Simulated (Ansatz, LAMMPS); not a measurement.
# Squeezing and shearing amorphous carbon (106 atoms), part 2 of 4

How stiff is amorphous carbon (106 atoms)?

Ansatz 0.2.0; Kohn-Sham DFT, PBE, PAW (set soft_2), plane waves.

The cell: 106 C. The quench rate of 500 K/ps far exceeds what a furnace or splat quench reaches. The starting topology of bonds comes from the classical model. Sampling is at Γ alone.

So far. Step 2 (Single point at the start): The r.m.s. force at the start is 1.3 eV/Å.

## (3) Cell and atoms relaxed

Cell and atoms are freed together, to release stress as well as forces.

Input file input.yaml:

```yaml
crystal:
  lattice:
    - [10.737, 0.0, 0.0]
    - [0.0, 10.737, 0.0]
    - [0.0, 0.0, 10.737]
  atoms:
    [... the 106 atom lines of step 2 ...]
kpoints:
  mp_grid: { grid: [1, 1, 1] }
hamiltonian:
  xc: pbe
scf:
  occupations: { method: fermi_dirac, width: 0.05 }
output:
  forces: true
relax:
  f_tol: 0.05
  max_steps: 150
  cell: {}
```

On the command line:

```console
$ ansatz run input.yaml --threads 4 --pin off --max-ram 8192MiB --backend cpu --events-out ev --progress --plain --runs-dir out
```

What it wrote:

```text
[...]
Crystal: 106 atoms, lattice volume = 1237.795 Å³
Basis set: ecut = 420 eV, 24111 PW (Γ), exchange–correlation on 144×144×144 points (8 copies of the dense FFT grid, shifted against one another)
Bands: 318, of which v1, the nominal top of the filled ones, is band 212 counted from 1 (211 counted from 0)
Symmetry: 1 space group operations
[...]
k-points: 1
[...]
SCF iter   1: F=—  HF=-26490.094522 eV  |F-HF|=—  |Δ(HF+E_count)|=         —  Δρ=1.43e-2  dr2=4.66e0  ethr=1.77e-3  ⟨swp⟩=6.0  Hψ=1402  notcnv=0  defer=58
[...]
SCF iter  12: F=—  HF=-26489.590574 eV  |F-HF|=—  |Δ(HF+E_count)|=   6.27e-8  Δρ=4.08e-6  dr2=3.21e-7  ethr=4.44e-10  ⟨swp⟩=3.0  Hψ=463  notcnv=0  defer=79
SCF iter  13: F=-26489.590574 eV  HF=-26489.590574 eV  |F-HF|=5.35e-8  |Δ(HF+E_count)|=   9.76e-9  Δρ=1.82e-6  dr2=7.28e-8  ethr=2.36e-11  ⟨swp⟩=3.0  Hψ=751  notcnv=0
SCF 1 converged in 13 iterations: F = -26489.590574 eV  dr2 = 7.28e-8
[...]
relax step   1: F+E_penalty+E_count = -26489.59057415 eV  Δ(F+E_penalty+E_count) = +0.000e0 eV  max|allowed force component| = 3.961e0 eV/Å  Δτ_max = 0.0000 Å  P = -16.549 GPa  Ω = 1237.795 Å³  (13 SCF iters, dr2 threshold 1.00e-7 eV, accepted)
[... from here on, the SCF cycles and remarks between the steps are left out ...]
relax step   2: F+E_penalty+E_count = -26502.38963648 eV  Δ(F+E_penalty+E_count) = -1.280e1 eV  max|allowed force component| = 2.637e0 eV/Å  Δτ_max = 0.1948 Å  P = -6.622 GPa  Ω = 1146.499 Å³  energy of the carried Pulay correction = +2.637e-1 eV  (10 SCF iters, dr2 threshold 1.06e-5 eV, accepted)
relax step   3: F+E_penalty+E_count = -26506.46556769 eV  Δ(F+E_penalty+E_count) = -4.076e0 eV  max|allowed force component| = 2.008e0 eV/Å  Δτ_max = 0.1949 Å  P = +1.944 GPa  Ω = 1094.379 Å³  energy of the carried Pulay correction = +4.236e-1 eV  (9 SCF iters, dr2 threshold 1.06e-5 eV, accepted)
relax step   4: F+E_penalty+E_count = -26507.91283219 eV  Δ(F+E_penalty+E_count) = -1.447e0 eV  max|allowed force component| = 1.325e0 eV/Å  Δτ_max = 0.1929 Å  P = +1.705 GPa  Ω = 1084.992 Å³  energy of the carried Pulay correction = +4.531e-1 eV  (8 SCF iters, dr2 threshold 1.06e-5 eV, accepted)
relax step   5: F+E_penalty+E_count = -26508.19882819 eV  Δ(F+E_penalty+E_count) = -2.860e-1 eV  max|allowed force component| = 4.590e0 eV/Å  Δτ_max = 0.1955 Å  P = +0.668 GPa  Ω = 1082.165 Å³  energy of the carried Pulay correction = +4.621e-1 eV  (8 SCF iters, dr2 threshold 1.06e-5 eV, accepted)
relax step   6: F+E_penalty+E_count = -26508.60792292 eV  Δ(F+E_penalty+E_count) = -4.091e-1 eV  max|allowed force component| = 8.927e-1 eV/Å  Δτ_max = 0.1247 Å  P = -1.309 GPa  Ω = 1092.645 Å³  energy of the carried Pulay correction = +4.290e-1 eV  (7 SCF iters, dr2 threshold 1.06e-5 eV, accepted)
relax step   7: F+E_penalty+E_count = -26509.34572114 eV  Δ(F+E_penalty+E_count) = -7.378e-1 eV  max|allowed force component| = 1.659e0 eV/Å  Δτ_max = 0.2000 Å  P = +0.853 GPa  Ω = 1079.290 Å³  energy of the carried Pulay correction = +4.712e-1 eV  (8 SCF iters, dr2 threshold 1.06e-5 eV, accepted)
relax step   8: F+E_penalty+E_count = -26510.37922395 eV  Δ(F+E_penalty+E_count) = -1.034e0 eV  max|allowed force component| = 2.059e0 eV/Å  Δτ_max = 0.1947 Å  P = +0.274 GPa  Ω = 1075.532 Å³  energy of the carried Pulay correction = +4.832e-1 eV  (8 SCF iters, dr2 threshold 1.06e-5 eV, accepted)
relax step   9: F+E_penalty+E_count = -26511.04186373 eV  Δ(F+E_penalty+E_count) = -6.626e-1 eV  max|allowed force component| = 1.846e0 eV/Å  Δτ_max = 0.1947 Å  P = +0.461 GPa  Ω = 1070.727 Å³  energy of the carried Pulay correction = +4.985e-1 eV  (8 SCF iters, dr2 threshold 1.06e-5 eV, accepted)
relax step  10: F+E_penalty+E_count = -26510.79269849 eV  Δ(F+E_penalty+E_count) = +2.492e-1 eV  max|allowed force component| = 2.206e0 eV/Å  Δτ_max = 0.2000 Å  P = +0.373 GPa  Ω = 1075.938 Å³  energy of the carried Pulay correction = +4.819e-1 eV  (8 SCF iters, dr2 threshold 1.06e-5 eV, rejected (line search))
relax step  11: F+E_penalty+E_count = -26511.40195890 eV  Δ(F+E_penalty+E_count) = -3.601e-1 eV  max|allowed force component| = 7.227e-1 eV/Å  Δτ_max = 0.0974 Å  P = -0.252 GPa  Ω = 1075.513 Å³  energy of the carried Pulay correction = +4.832e-1 eV  (12 SCF iters, accepted)
relax step  12: F+E_penalty+E_count = -26511.44579101 eV  Δ(F+E_penalty+E_count) = -4.383e-2 eV  max|allowed force component| = 6.505e-1 eV/Å  Δτ_max = 0.0440 Å  P = +0.141 GPa  Ω = 1073.828 Å³  energy of the carried Pulay correction = +4.886e-1 eV  (7 SCF iters, dr2 threshold 1.06e-5 eV, accepted)
relax step  13: F+E_penalty+E_count = -26511.49863124 eV  Δ(F+E_penalty+E_count) = -5.284e-2 eV  max|allowed force component| = 7.070e-1 eV/Å  Δτ_max = 0.0872 Å  P = +0.018 GPa  Ω = 1072.222 Å³  energy of the carried Pulay correction = +4.937e-1 eV  (6 SCF iters, dr2 threshold 1.06e-5 eV, accepted)
[...]
relax step  18: F+E_penalty+E_count = -26512.23356785 eV  Δ(F+E_penalty+E_count) = +3.310e-1 eV  max|allowed force component| = 6.470e0 eV/Å  Δτ_max = 0.1927 Å  P = +0.676 GPa  Ω = 1054.070 Å³  energy of the carried Pulay correction = +5.522e-1 eV  (8 SCF iters, dr2 threshold 1.06e-5 eV, rejected (line search))
relax step  19: F+E_penalty+E_count = -26512.77672004 eV  Δ(F+E_penalty+E_count) = -2.121e-1 eV  max|allowed force component| = 1.804e0 eV/Å  Δτ_max = 0.0927 Å  P = +0.463 GPa  Ω = 1058.372 Å³  energy of the carried Pulay correction = +5.383e-1 eV  (13 SCF iters, accepted)
relax step  20: F+E_penalty+E_count = -26512.91401256 eV  Δ(F+E_penalty+E_count) = -1.373e-1 eV  max|allowed force component| = 5.283e-1 eV/Å  Δτ_max = 0.0962 Å  P = -0.164 GPa  Ω = 1059.705 Å³  energy of the carried Pulay correction = +5.340e-1 eV  (7 SCF iters, dr2 threshold 1.06e-5 eV, accepted)
relax step  21: F+E_penalty+E_count = -26512.44066273 eV  Δ(F+E_penalty+E_count) = +4.733e-1 eV  max|allowed force component| = 2.755e0 eV/Å  Δτ_max = 0.1500 Å  P = +0.397 GPa  Ω = 1057.808 Å³  energy of the carried Pulay correction = +5.401e-1 eV  (7 SCF iters, dr2 threshold 1.06e-5 eV, rejected (line search))
relax step  22: F+E_penalty+E_count = -26512.98675358 eV  Δ(F+E_penalty+E_count) = -7.274e-2 eV  max|allowed force component| = 3.451e-1 eV/Å  Δτ_max = 0.0509 Å  P = +0.054 GPa  Ω = 1059.012 Å³  energy of the carried Pulay correction = +5.362e-1 eV  (13 SCF iters, accepted)
relax step  23: F+E_penalty+E_count = -26513.00651211 eV  Δ(F+E_penalty+E_count) = -1.976e-2 eV  max|allowed force component| = 1.596e-1 eV/Å  Δτ_max = 0.0377 Å  P = +0.039 GPa  Ω = 1059.054 Å³  energy of the carried Pulay correction = +5.361e-1 eV  (6 SCF iters, dr2 threshold 7.44e-6 eV, accepted)
relax step  24: F+E_penalty+E_count = -26513.02282661 eV  Δ(F+E_penalty+E_count) = -1.631e-2 eV  max|allowed force component| = 1.052e-1 eV/Å  Δτ_max = 0.0638 Å  P = -0.049 GPa  Ω = 1059.419 Å³  energy of the carried Pulay correction = +5.349e-1 eV  (8 SCF iters, dr2 threshold 1.59e-6 eV, accepted)
relax step  25: F+E_penalty+E_count = -26513.02816598 eV  Δ(F+E_penalty+E_count) = -5.339e-3 eV  max|allowed force component| = 1.065e-1 eV/Å  Δτ_max = 0.0270 Å  P = +0.016 GPa  Ω = 1059.018 Å³  energy of the carried Pulay correction = +5.362e-1 eV  (6 SCF iters, dr2 threshold 6.92e-7 eV, accepted)
relax step  26: F+E_penalty+E_count = -26513.03000161 eV  Δ(F+E_penalty+E_count) = -1.836e-3 eV  max|allowed force component| = 5.754e-2 eV/Å  Δτ_max = 0.0196 Å  P = +0.009 GPa  Ω = 1059.042 Å³  energy of the carried Pulay correction = +5.361e-1 eV  (6 SCF iters, dr2 threshold 7.09e-7 eV, accepted)
relax step  27: F+E_penalty+E_count = -26513.03029685 eV  Δ(F+E_penalty+E_count) = -2.952e-4 eV  max|allowed force component| = 5.168e-2 eV/Å  Δτ_max = 0.0144 Å  P = -0.022 GPa  Ω = 1059.160 Å³  energy of the carried Pulay correction = +5.357e-1 eV  (6 SCF iters, dr2 threshold 2.07e-7 eV, accepted)
relax step  28: F+E_penalty+E_count = -26513.03093253 eV  Δ(F+E_penalty+E_count) = -6.357e-4 eV  max|allowed force component| = 1.715e-2 eV/Å  Δτ_max = 0.0075 Å  P = +0.005 GPa  Ω = 1059.037 Å³  energy of the carried Pulay correction = +5.361e-1 eV  (5 SCF iters, dr2 threshold 1.67e-7 eV, accepted)
relax step  29: F+E_penalty+E_count = -26512.78068858 eV  Δ(F+E_penalty+E_count) = +2.502e-1 eV  max|allowed force component| = 1.779e-2 eV/Å  Δτ_max = 0.0000 Å  P = -0.409 GPa  Ω = 1059.037 Å³  stress off target by 4.57e-1 GPa  SCF on the basis re-selected at this cell (its energy is not comparable with the rows above)  (7 SCF iters)
relax step  30: F+E_penalty+E_count = -26512.79678932 eV  Δ(F+E_penalty+E_count) = -1.610e-2 eV  max|allowed force component| = 4.272e-2 eV/Å  Δτ_max = 0.0075 Å  P = +0.241 GPa  Ω = 1054.822 Å³  energy of the carried Pulay correction = +1.334e-2 eV  (6 SCF iters, dr2 threshold 5.22e-7 eV, accepted)
relax step  31: F+E_penalty+E_count = -26512.79412545 eV  Δ(F+E_penalty+E_count) = +2.664e-3 eV  max|allowed force component| = 1.052e-2 eV/Å  Δτ_max = 0.0035 Å  P = +0.018 GPa  Ω = 1056.098 Å³  energy of the carried Pulay correction = +9.319e-3 eV  (6 SCF iters, dr2 threshold 1.71e-7 eV, accepted)
relax step  32: F+E_penalty+E_count = -26512.78837254 eV  Δ(F+E_penalty+E_count) = +5.753e-3 eV  max|allowed force component| = 1.048e-2 eV/Å  Δτ_max = 0.0000 Å  P = +0.010 GPa  Ω = 1056.098 Å³  stress off target by 2.24e-2 GPa  SCF on the basis re-selected at this cell (its energy is not comparable with the rows above)  (5 SCF iters)
[...]
SCF converged after 5 iterations
Free energy (F): -26512.788373 eV
[...]
Internal energy: -26512.697393 eV  (E = F + TS)
E sigma→0 (E₀):  -26512.742883 eV
Entropy (-TS):   -0.090979 eV (-0.858 meV/atom)
Fermi energy:    5.621861 eV
[...]
Σ components = -26512.788373   (vs F -26512.788373, Δ=0.00e0)
--- Forces (eV/Å), atoms counted from 1 ---
  atom   1  C      0.00415767     0.00077455    -0.00313275
  atom   2  C      0.00258033    -0.00535656    -0.00595065
  atom   3  C      0.00246092     0.00027433    -0.00069316
  atom   4  C      0.00719529     0.00111851     0.00076963
[...]
atom 106  C     -0.00097294    -0.00050003    -0.00253504
  max |Σ_I F_I| component: 2.15e-6 eV/Å
--- Stress (GPa, compression-positive) ---
        0.021760      -0.003042       0.001748
       -0.003043       0.004364       0.001887
        0.001747       0.001886       0.004875
  P = ⅓ Tr σ = 0.0103 GPa (0.103 kbar)
--- Relaxed structure (30 steps of the walk, 27 accepted, 2 SCFs on fresh bases) ---
  F+E_penalty+E_count = -26512.78837254 eV   max|allowed force component| = 1.048e-2 eV/Å   (the final SCF, on the basis selected at the relaxed cell)
  cell:  # Å, volume = 1056.0981 Å³
    - [10.465982, -0.162451, -0.100047]
    - [-0.162451, 10.177925, -0.037846]
    - [-0.100047, -0.037846, 9.917933]
  atoms:
    - { symbol: C, position: [0.788395, 0.098118, 0.435046] }
    - { symbol: C, position: [0.693992, 0.774810, 0.032962] }
    - { symbol: C, position: [0.889402, 0.168723, 0.841210] }
    - { symbol: C, position: [0.524334, 0.888361, 0.429353] }
[...]
- { symbol: C, position: [0.511342, 0.083432, 0.745318] }
```

Wall time 4.8 min (4 threads of AMD EPYC 7R43, shared host); peak memory 1.4 GiB.

The relaxation converged after 30 steps, with a largest force component of 0.010 eV/Å.

## (4) Single point at the relaxed geometry

The electronic structure is read at the final geometry, in a run of its own.

Input file input.yaml:

```yaml
crystal:
  lattice:
    - [10.46598, -0.16245, -0.10005]
    - [-0.16245, 10.17792, -0.03785]
    - [-0.10005, -0.03785, 9.91793]
  atoms:
    - { symbol: C, position: [0.78839, 0.09812, 0.43505] }
    - { symbol: C, position: [0.69399, 0.77481, 0.03296] }
    - { symbol: C, position: [0.8894, 0.16872, 0.84121] }
    - { symbol: C, position: [0.52433, 0.88836, 0.42935] }
    - { symbol: C, position: [0.42159, 0.20667, 0.72666] }
    - { symbol: C, position: [0.14657, 0.44266, 0.29589] }
    [... 94 atom lines left out ...]
    - { symbol: C, position: [0.75004, 0.46595, 0.3258] }
    - { symbol: C, position: [0.42448, 0.54478, 0.35315] }
    - { symbol: C, position: [0.47897, 0.50438, 0.97862] }
    - { symbol: C, position: [0.54952, 0.55435, 0.42403] }
    - { symbol: C, position: [0.62381, 0.62727, 0.72409] }
    - { symbol: C, position: [0.51134, 0.08343, 0.74532] }
kpoints:
  mp_grid: { grid: [1, 1, 1] }
hamiltonian:
  xc: pbe
scf:
  occupations: { method: fermi_dirac, width: 0.05 }
output:
  forces: true
  stress: true
  populations: true
  dos:
    method: { smearing: { sigma: 0.15 } }
    de: 0.1
    projected: { site_lists: { C: [C] } }
  eigenvalues: true
  write_density: true
  write_potential: true
  volumetric_format: npy
  elf: true
```

What it wrote:

```text
[...]
Crystal: 106 atoms, lattice volume = 1056.097 Å³
Basis set: ecut = 420 eV, 20643 PW (Γ), exchange–correlation on 144×144×144 points (8 copies of the dense FFT grid, shifted against one another)
Bands: 318, of which v1, the nominal top of the filled ones, is band 212 counted from 1 (211 counted from 0)
Symmetry: 1 space group operations
[...]
k-points: 1
[...]
SCF iter   1: F=—  HF=-26513.311221 eV  |F-HF|=—  |Δ(HF+E_count)|=         —  Δρ=1.32e-2  dr2=3.28e0  ethr=1.77e-3  ⟨swp⟩=6.0  Hψ=1409  notcnv=0  defer=69
[...]
SCF iter  10: F=-26512.788367 eV  HF=-26512.788367 eV  |F-HF|=3.90e-8  |Δ(HF+E_count)|=   1.06e-7  Δρ=2.72e-6  dr2=8.71e-8  ethr=2.36e-11  ⟨swp⟩=23.0  Hψ=2959  notcnv=0
SCF 1 converged in 10 iterations: F = -26512.788367 eV  dr2 = 8.71e-8
[...]
SCF converged after 10 iterations
Free energy (F): -26512.788367 eV
[...]
Internal energy: -26512.697346 eV  (E = F + TS)
E sigma→0 (E₀):  -26512.742857 eV
Entropy (-TS):   -0.091021 eV (-0.859 meV/atom)
Fermi energy:    5.621864 eV
[...]
--- Forces (eV/Å), atoms counted from 1 ---
  atom   1  C      0.00535392    -0.00096038    -0.00304001
  atom   2  C      0.00213180    -0.00456797    -0.00446098
  atom   3  C      0.00280233     0.00112891    -0.00139865
  atom   4  C      0.00958775     0.00106734     0.00145309
  atom   5  C      0.00292030    -0.00690264    -0.00288799
  atom   6  C      0.00651564     0.00819059     0.00577885
  atom   7  C     -0.00111935    -0.00455655    -0.00115170
  atom   8  C     -0.00383147     0.00145941    -0.00252941
  atom   9  C     -0.00040457     0.00117390    -0.00016587
  atom  10  C     -0.00005279    -0.00388242     0.01080435
  atom  11  C      0.00400041     0.00643274     0.00515541
  atom  12  C     -0.00200283    -0.00502463     0.00090817
  atom  13  C      0.00061407     0.00033473    -0.00122402
  atom  14  C     -0.00056369     0.00082224     0.00195639
[...]
atom 105  C     -0.00277494    -0.00429620    -0.00377755
  atom 106  C      0.00187732     0.00010613    -0.00410111
  max |Σ_I F_I| component: 5.40e-5 eV/Å
--- Stress (GPa, compression-positive) ---
        0.022871      -0.002366       0.001591
       -0.002367       0.004180       0.001887
        0.001590       0.001886       0.006864
  P = ⅓ Tr σ = 0.0113 GPa (0.113 kbar)
--- Band table (eV) ---
[...]
--- Löwdin populations: 106 sites ---
  site symbol       q [e]
     0      C      3.9404
     1      C      3.9595
     2      C      3.9594
[...]
105      C      4.0180
  spilling = 0.009367 (of n_electrons = 424.000000)
```

Wall time 14 s (4 threads); peak memory 1.3 GiB.

Read from the output:

```yaml
free_energy: -26512.7884 eV
free_energy_per_atom: -250.1206 eV/atom
scf_cycles: 10
pressure: 0.0113 GPa
r_m_s_force_component: 0.00381 eV/Å
longest_force: 0.01506 eV/Å
fermi_energy: 5.622 eV
levels_partly_filled_by_over_2_per_cent: 2
spilling_of_the_projection: 0.009367
```

The mean of these charges, 0.037 e, is only the charge that the projection spills.

Löwdin charges by element and coordination (they lack the spilled electrons, 0.037 e an atom on average):

```csv
element,coordination,atoms,mean charge (e),spread,least,most
C,all,106,0.0375,0.027,-0.018,0.121
C,2,10,0.0609,0.0272,0.0289,0.114
C,3,92,0.0343,0.0258,-0.018,0.121
C,4,4,0.0528,0.0168,0.0333,0.0794
```

Density of states as counts of states in windows of 1 eV (from the Fermi level), total and the larger projections:

```csv
from (eV),to (eV),total,C p,C s
-18,-17,17.1,4.8,12.1
-17,-16,16.1,5.4,10.5
-16,-15,19.8,7.8,11.8
-15,-14,17.8,8.2,9.5
-14,-13,15.5,8.2,7.1
-13,-12,16.4,9.9,6.3
-12,-11,17.6,11.9,5.5
-11,-10,19.2,14.2,4.8
-10,-9,20.2,16.7,3.3
-9,-8,30.1,26.6,3.1
-8,-7,34.7,31.9,2.4
-7,-6,31.8,29.7,1.7
-6,-5,30.9,29.1,1.6
-5,-4,25.1,23.9,1.1
-4,-3,23.6,22.6,0.9
-3,-2,23.9,22.9,0.8
-2,-1,25.6,24.6,0.9
-1,0,18.3,17.3,0.8
0,1,17.0,15.9,0.8
1,2,18.5,17.2,0.9
2,3,21.5,19.3,1.4
3,4,21.4,18.8,1.5
4,5,18.6,14.7,1.5
```

Between -20 and -18 eV lie 20 more states.

The levels nearest the highest filled one (over half full), pooled over k-points and spins:

```
level less the highest filled one (eV)  occupation
                                -0.518           2
                                -0.412           2
                                 -0.36           2
                                -0.246        2.00
                                -0.113        1.97
                                     0        1.77
                                 0.210       0.206
                                 0.298       0.039
                                 0.354       0.013
                                 0.459       0.002
                                 0.622           0
                                 0.754           0
```

Electrostatic potential energy in the ac plane at fractional y = 0.090, with atoms of C within 0.2 Å of it. With pseudopotentials it is smooth inside the atoms' cores, unlike the true potential.

Ten even steps from '0' (-53 eV) to '9' (10 eV), each cell a mean:
```
99999999999999999972006301699
99999999999999999983026402799
99999999999999999998778867899
88999999999999999999999998899
77889999999998557999999998898
85358778899995004888999999999
72025214899996114325878999999
85255003899998765003534899999
98888546789999997435634789999
99999874379999999888876337999
99999961158999999999986116999
99999985579999999999987558999
99999998889999999999972158999
99999999999999999999850048999
99999999999999999999864379999
99999999999999999987656899999
99999999999889999865435899999
99999999998436888876667999999
99999999986003788988999999999
88999999887325888999999999988
68999999888888999999999997556
89999999999999999999999983016
99999999999999999999999973137
99999999999999999986458755679
```
Columns run along a (10.5 Å; values clipped at the 3rd and 97th percentile), rows up along c (9.9 Å). Atoms in or near the plane, at fractional coordinates: C at (0.79, 0.44), C at (0.08, 0.72), C at (0.21, 0.69), C at (0.91, 0.08), C at (0.62, 0.68), C at (0.70, 0.96), C at (0.41, 0.21), C at (0.84, 0.95), C at (0.51, 0.75).

Valence density in the ac plane at fractional y = 0.090, with atoms of C within 0.2 Å of it. It is the smooth field of the valence electrons, not physical close to the nuclei.

Ten even steps from '0' (0.0 e/Å³) to '9' (2.2 e/Å³), each cell a mean:
```
00000000000000000137887787410
00000000000000000025776676310
00000000000000000012322345310
22100000000000111000000123211
34421011110002443100000011112
47753333210014787421110000001
37888776310024789965432100001
24567886210012357988765210000
01223576310000113566667531000
00001257531000001122236763100
00000147852000000000024774100
00000025642000000000025873100
00000012221000000000137962000
00000000000000000000147752000
00000000000000000001247631000
00000000000000000124565310000
00000000000111001247974200000
00000110012554211235642100000
00000111124786422112211000000
21000011234665321000000001122
41000001222221110000000013566
31000000111000000000000025897
10000000000000000011111137864
00000000000000000125543367631
```
Columns run along a (10.5 Å), rows up along c (9.9 Å). Atoms in or near the plane, at fractional coordinates: C at (0.79, 0.44), C at (0.08, 0.72), C at (0.21, 0.69), C at (0.91, 0.08), C at (0.62, 0.68), C at (0.70, 0.96), C at (0.41, 0.21), C at (0.84, 0.95), C at (0.51, 0.75).

Levels near the Fermi energy are neither full nor empty under the smearing, so no gap is quoted. Löwdin charges run from -0.02 to +0.12 e, about a mean that is the spilled charge alone. Within 0.4 eV of the Fermi level the largest share is C p (96 % of the projected weight).

[end of part 2 of 4]

[Long decimals in the printed logs are rounded to 6 places.]

[Logs are printed without paths, hosts, clocks, repeated set-up lines and the standing remarks that a program may print on its own settings, such as how far it seeks lower states.]

[Hosts, paths, dates, database ids (printed as entryN), source tags and the programs' standing remarks are cut or masked in the printed files.]
